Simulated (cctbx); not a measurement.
# What resolution and counting buy: Al6Zn4TeO16

Space group I-43m (no. 217), a = 9.1240 Å, b = 9.1240 Å, c = 9.1240 Å, α = 90.00°, β = 90.00°, γ = 90.00°.

```
atom  mult.       x       y       z  Ueq (Å²)
 Te1      2       0       0       0    0.0157
 Zn1      8  0.2551  0.7449  0.2551    0.0164
 Al1     12       0     1/2     1/4    0.0152
  O1      8  0.1192  0.8808  0.1192    0.0171
  O2     24  0.3561  0.3561  0.9489    0.0166
```

This is a model crystal, built by substitution and not relaxed, with assumed displacement parameters.

Five simulated data sets (cctbx; Ag Kα, λ = 0.56087 Å; 3 % proportional error) differ in resolution or exposure (noise floor 4 counts in the first three, 8 in the last two). Each is refined with the right model, isotropic at 1.1 Å and anisotropic otherwise. How do the figures of merit and the uncertainties move?

```csv
d min (Å),top counts,"⟨I/σ⟩ (unmerged, absences included)",unique,param. (scale apart),Rint,R1,GooF,largest s.u. xyz (fractional),s.u. U of O1 (Å²),largest error (Å)
1.1,20000,10.3,72,9,0.029,0.0060,1.21,0.00017,0.0010,0.0023
0.84,20000,8.8,147,15,0.030,0.0054,1.02,0.00011,0.0006,0.0028
0.6,20000,6.5,377,15,0.037,0.0062,0.94,0.00007,0.0002,0.0006
0.75,300,0.6,202,15,0.407,0.0535,0.95,0.00177,0.0063,0.0267
0.75,3000,3.3,202,15,0.078,0.0148,0.94,0.00028,0.0011,0.0050
```

The number of reflections grows roughly as 1/d³: 72, 147 and 377 here. R1 follows the noise rather than the truth: at 300 counts it is 0.0535, at 3000 counts 0.0148, while GooF is 0.95 and 0.94: the weights 1/σ² carry the noise. The s.u. of U (U11 where anisotropic) for O1 goes 0.0010, 0.0006, 0.0002 Å² with resolution and 0.0063, 0.0011 Å² with exposure.

The 1.1 Å row also differs in its displacement model, so it isn't a clean test of resolution.

Hardware for the 0.6 Å refinement: 0.57 s on 1 thread of Arm Neoverse V1, on a shared host, peak memory 0.09 GiB.

[Logs are printed without paths, hosts, clocks, repeated set-up lines and the standing remarks that a program may print on its own settings, such as how far it seeks lower states.]
